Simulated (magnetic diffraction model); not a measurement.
**Ho₂NiGe₂ below its ordering temperature**

Space group P4/mbm (no. 127), a = 6.9570 Å, c = 4.1180 Å.

```csv
site,atom,x,y,z
4h,Ho,0.6760,0.8240,1/2
4g,Ge,0.3841,0.8841,0
2a,Ni,1/2,1/2,0
```

This is a made-up structure (elements placed in a structure type, unrelaxed), so the numbers test the method and describe no known phase.

Only Ho is taken to order (form factors of Ho3+); orders and moment sizes are assumed, and not adapted to the symmetry. Radiation: neutrons of λ = 2.52 Å, 1.5° to 100°; isotropic B of 0.24 Å² (Ho), 0.37 Å² (Ge) and 0.28 Å² (Ni). Simulated constant-wavelength pattern: nuclear and magnetic terms add, the magnetic one as |2.695 fm × Σ f S⊥ exp(2πi Q·r) exp(−B s²)|², summed over all Q at one angle with the factor 1/(sin²θ cos θ). For a modulated order the moment at position r is S exp(−2πi k·r) + c.c., with S = m/2 for a sine wave of amplitude m and S = m(u + iv)/2 for moments turning in a plane, u and v being orthogonal unit vectors in it; the phase factor of the sum at Q = H + k is then exp(2πi H·r). Free-ion form factors, Sears's scattering lengths of 1992, no absorption; a label names one of the reflections at its angle. The strongest nuclear line in the range is 100, and lines under 0.2 are left out.

Above the ordering temperature:

```
2θ (°)    index      I
 29.68  (1 1 0)    0.7
 35.63  (0 0 1)    7.2
 42.47  (2 0 0)    0.6
 47.03  (1 1 1)    3.0
 56.61  (2 0 1)   53.6
 61.00  (2 1 1)  100.0
 61.63  (2 2 0)   13.1
 69.88  (3 1 0)   49.2
 73.27  (2 2 1)    1.8
 75.46  (0 0 2)   34.0
 80.98  (3 1 1)   14.3
 81.54  (3 2 0)   16.3
 83.12  (1 1 2)    0.3
 90.65  (2 0 2)    0.4
 92.30  (3 2 1)   14.5
 92.85  (4 0 0)    3.1
 96.62  (4 1 0)   15.4
```

Below it (cell unchanged):

| 2θ (°) | I |
| --- | --- |
| 22.68 | 69.5 |
| 29.68 | 0.7 |
| 31.01 | 109.2 |
| 34.00 | 42.5 |
| 35.63 | 7.2 |
| 40.23 | 84.9 |
| 42.47 | 0.6 |
| 47.03 | 3.0 |
| 48.68 | 9.2 |
| 50.07 | 21.2 |
| 54.81 | 51.9 |
| 55.48 | 8.4 |
| 56.61 | 53.6 |
| 61.00 | 100.0 |
| 61.63 | 13.1 |
| 62.39 | 15.5 |
| 66.56 | 31.8 |
| 67.70 | 6.6 |
| 68.29 | 14.7 |
| 68.84 | 11.4 |
| 69.88 | 49.2 |
| 70.59 | 1.4 |
| 72.29 | 30.3 |
| 72.82 | 31.0 |
| 73.27 | 1.8 |
| 75.46 | 34.0 |
| 76.19 | 1.4 |
| 79.48 | 12.7 |
| 80.98 | 14.3 |
| 81.54 | 16.3 |
| 82.22 | 14.9 |
| 83.12 | 0.3 |
| 83.28 | 26.7 |
| 84.34 | 4.8 |
| 87.05 | 1.2 |
| 87.60 | 14.5 |
(The table stops after 36 lines; 10 more lie at higher angle.)

**Question.** Find the propagation vector, then choose among these models:
A. moments turning in the plane of [001] and [100], 8.5 μB on Ho; signs + at (0.6760, 0.8240, 1/2), − at (0.1760, 0.6760, 1/2), − at (0.8240, 0.3240, 1/2), + at (0.3240, 0.1760, 1/2)
B. a sine wave with moments along [010] (amplitudes given), 8.5 μB on Ho; signs + at (0.6760, 0.8240, 1/2), − at (0.1760, 0.6760, 1/2), − at (0.8240, 0.3240, 1/2), + at (0.3240, 0.1760, 1/2)
C. a sine wave with moments along [001] (amplitudes given), 8.5 μB on Ho; signs + at (0.6760, 0.8240, 1/2), − at (0.1760, 0.6760, 1/2), − at (0.8240, 0.3240, 1/2), + at (0.3240, 0.1760, 1/2)
D. moments turning in the plane of [100] and [010], 8.5 μB on Ho; signs + at (0.6760, 0.8240, 1/2), − at (0.1760, 0.6760, 1/2), − at (0.8240, 0.3240, 1/2), + at (0.3240, 0.1760, 1/2)

The new lines index as (1 0 1/4) at 22.68°, (1 1 1/4) at 31.01°, (1 0 3/4) at 34.00° and (1 1 3/4) at 40.23°, that is as H ± k with k = (0 0 1/4). Satellites come in pairs about each point of the reciprocal lattice.

Magnetic intensity, observed (below minus above) and for each model:

| 2θ (°) | index | observed | A | B | C | D |
| --- | --- | --- | --- | --- | --- | --- |
| 22.68 | (1 0 1/4) | 69.5 | 86.0 | 34.8 | 51.2 | 69.5 |
| 31.01 | (1 1 1/4) | 109.2 | 147.2 | 54.6 | 92.6 | 109.2 |
| 34.00 | (1 0 3/4) | 42.5 | 31.3 | 21.2 | 10.1 | 42.5 |
| 40.23 | (1 1 3/4) | 84.9 | 75.1 | 42.5 | 32.6 | 84.9 |
| 54.81 | (1 1 5/4) | 51.9 | 35.5 | 26.0 | 9.5 | 51.9 |
| 66.56 | (3 0 1/4) | 31.8 | 46.4 | 15.9 | 30.6 | 31.8 |
| 72.29 | (3 0 3/4) | 30.3 | 37.5 | 15.2 | 22.4 | 30.3 |
| 72.82 | (1 1 7/4) | 31.0 | 18.7 | 15.5 | 3.2 | 31.0 |

Model D matches. Model B has the same shape and would fit too with moments 1.41 times as large, so only the size of the moment sets it apart.

The structure used: k = (0 0 1/4), moments turning in the plane of [100] and [010], 8.5 μB on Ho; signs + at (0.6760, 0.8240, 1/2), − at (0.1760, 0.6760, 1/2), − at (0.8240, 0.3240, 1/2), + at (0.3240, 0.1760, 1/2).

[Logs are printed without paths, hosts, clocks, repeated set-up lines and the standing remarks that a program may print on its own settings, such as how far it seeks lower states.]
